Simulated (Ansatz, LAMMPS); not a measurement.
# Which site? a vacancy of Ga in Ga2O3 with crystalline order left by the classical run (80 atoms): runs compared

Aim: make a vacancy of Ga at several sites of Ga2O3 with crystalline order left by the classical run (80 atoms), relax each, and compare their energies.

Computed with Ansatz 0.2.0: Kohn-Sham DFT, RPBE, PAW (set soft_2), plane waves.

### Step 1. The cell as built

The cell holds 80 atoms: 32 Ga and 48 O. Its edges and angles: a = 9.332 Å, b = 9.332 Å, c = 9.332 Å, α = 90.0°, β = 90.0°, γ = 90.0°. 80 atoms (32 Fe, 48 O) placed at random at 4.44 g/cm³, melted at 5000 K for 10 ps at fixed volume with the Morse and Coulomb pair potential with partial charges (Pedone, Malavasi, Menziani, Cormack and Segre, J. Phys. Chem. B 110, 11780 (2006)). Quenched from 5000 K to 300 K at 20 K/ps and fixed volume, held 10 ps at zero pressure, then minimised at fixed cell. Then Fe was replaced by Ga and the cell scaled by 1.003 (the potential has no terms for the new elements, so the cell is a start for a DFT relaxation).

Limits known from the start: The quench rate of 20 K/ps far exceeds what a furnace or splat quench reaches, so expect more defects and frozen-in strain than in a real sample. The network of bonds at the start is that of the classical potential that made the cell, and needn't be the one that DFT or experiment would give. Sampling is at Γ alone, for a cell whose shortest periodic width is 9 Å.

### Step 2. The reference run

The reference is a single point at the end of the relaxation.

Every defect cell starts from the geometry of this run and is relaxed in the fixed cell.

Its input, with most atom lines left out:

```yaml
crystal:
  lattice:
    - [9.33223, 0.0, 0.0]
    - [0.0, 9.33223, 0.0]
    - [0.0, 0.0, 9.33223]
  atoms:
    - { symbol: Ga, position: [0.78431, 0.8989, 0.32838] }
    - { symbol: Ga, position: [0.62179, 0.61312, 0.28454] }
    - { symbol: Ga, position: [0.79118, 0.80663, 0.0092] }
    - { symbol: Ga, position: [0.78884, 0.1071, 0.81446] }
    - { symbol: Ga, position: [0.27704, 0.13787, 0.55782] }
    - { symbol: Ga, position: [0.28036, 0.10529, 0.07846] }
    - { symbol: Ga, position: [0.4267, 0.803, 0.01607] }
    [... atom lines 8 to 80 left out ...]
kpoints:
  mp_grid: { grid: [1, 1, 1] }
hamiltonian:
  xc: rpbe
scf:
  occupations: { method: fermi_dirac, width: 0.025 }
output:
  forces: true
  stress: true
  populations: true
  dos:
    method: { smearing: { sigma: 0.08 } }
    de: 0.1
    projected: { site_lists: { Ga: [Ga], O: [O] } }
  eigenvalues: true
  write_density: true
  write_potential: true
  volumetric_format: npy
```

- free energy per atom: -1857.1417 eV/atom
- r.m.s. force component: 0.00638 eV/Å
- pressure: 13.91 GPa

Filled and empty levels are parted by 2.38 eV (at Γ alone); a semilocal functional tends to put such gaps too low. In a disordered cell it changes from sample to sample, and tail or defect levels can set it.

### Step 3. The runs

Each row is one run, on 4 threads of Arm Neoverse V2, shared host. The free energy is the program's total, comparable only between runs with the same functional, potentials and atoms.

```
                                 run  atoms    outcome  ionic steps, all passes  free energy (eV)     time  host memory (GiB)
           Single point at the start     80  converged                        -       -148569.840    9.8 s                1.2
                          Relaxation     80  converged                        8       -148571.335     61 s                1.2
Single point at the relaxed geometry     80  converged                        -       -148571.335     15 s                1.3
            Vacancy of Ga, site Ga19     79  converged                       16       -144775.265  6.5 min                2.1
            Vacancy of Ga, site Ga28     79  converged                       10       -144774.588  4.8 min                2.0
            Vacancy of Ga, site Ga13     79  converged                       12       -144775.467  5.7 min                2.1
            Vacancy of Ga, site Ga30     79  converged                       51       -144777.592   23 min                2.1
             Vacancy of Ga, site Ga2     79  converged                       13       -144774.387  6.7 min                2.1
            Vacancy of Ga, site Ga29     79  converged                       12       -144774.775  5.6 min                2.1
```

The surroundings of site Ga30, the cheapest one, after relaxation: 10 atoms, nearest first, with positions taken from that point. Atoms keep their numbers of the cell before the removal, where the removed atom was number 30.

```
atom      x      y      z  distance (Å)  bonds  moment (μB)
 O67  -0.29   0.82  -1.45          1.70      3         0.00
Ga31  -1.65  -0.07  -0.53          1.74      4         0.00
Ga10   1.38   1.00  -0.72          1.85      4         0.00
 O62  -0.15  -1.69   0.84          1.89      3         0.07
 O70   1.44   0.65   1.13          1.95      4         0.01
 O60  -1.66   0.59   1.21          2.14      4         0.02
Ga32  -0.08  -0.41   2.18          2.22      6         0.00
 O44   1.29  -1.59  -1.38          2.47      3         0.03
 O37  -1.66  -1.73  -1.37          2.76      4         0.01
Ga20   1.45  -2.69   0.26          3.07      6         0.00
```

The column of bonds counts only the pairs O-Ga within 2.43 Å; other neighbours, such as metal atoms beside each other in a compound, aren't counted, and periodic images can show an atom twice.

### Step 4. The sites compared

All these cells hold the same atoms, so their energies can be compared with no chemical potential.

```
site  neighbours  mean distance (Å)  atoms within 6 Å  energy over the best site (eV)  before relaxation (eV)  gain on relaxing (eV)  moment (μB)
Ga30          O5               1.97                87                            0.00                    0.50                   3.75          3.0
Ga13          O6               2.00                92                            2.13                    0.21                   1.34          3.0
Ga19          O4               1.85                82                            2.33                    0.00                   0.92          3.0
Ga29          O4               1.88                82                            2.82                    0.44                   0.88          3.0
Ga28          O6               2.08                87                            3.00                    0.73                   0.98          3.0
 Ga2          O6               2.02                85                            3.21                    0.85                   0.90          3.0
```

Neighbours are those of the relaxed host within 2.50 Å (O-Ga); other pairs aren't counted.

### Step 5. Outcome

The cheapest site is Ga30 (5 neighbours, O5); the dearest, Ga2 (6 neighbours, O6), costs 3.2 eV more. By coordination the energies over the best site are 2.33 to 2.82 eV with 4 neighbours, 0.00 eV with 5 neighbours and 2.13 to 3.21 eV with 6 neighbours. At Ga30 (largest move 1.8 Å) other atoms changed place, so the end state is more than the plain defect. Relaxation changes the order: the best site before relaxing was Ga19.

Caveats: Defects are neutral and interact with their images. The reference ran with fermi-dirac smearing of 0.025 eV, but 6 of the 6 defect cells with fermi-dirac smearing of 0.025 eV, spin polarised. In a disordered cell the relaxation can also rearrange atoms far from the site. In the spin-polarised runs the search for a state of lower energy was switched off. Only 6 of the 32 Ga sites were tried; unless symmetry makes the others alike to these, a cheaper one may exist. A local or semilocal functional tends to spread out the unpaired spin of such defects. The stress is far from hydrostatic: its diagonal is 9.0, 14.7, 18.0 GPa, compression counted positive. The pressure of 14 GPa means that a free cell would grow at this level.

The DFT runs together took 54 min of wall time.

[Logs are printed without paths, hosts, clocks, repeated set-up lines and the standing remarks that a program may print on its own settings, such as how far it seeks lower states.]

[Hosts, paths, dates, database ids (printed as entryN), source tags and the programs' standing remarks are cut or masked in the printed files.]
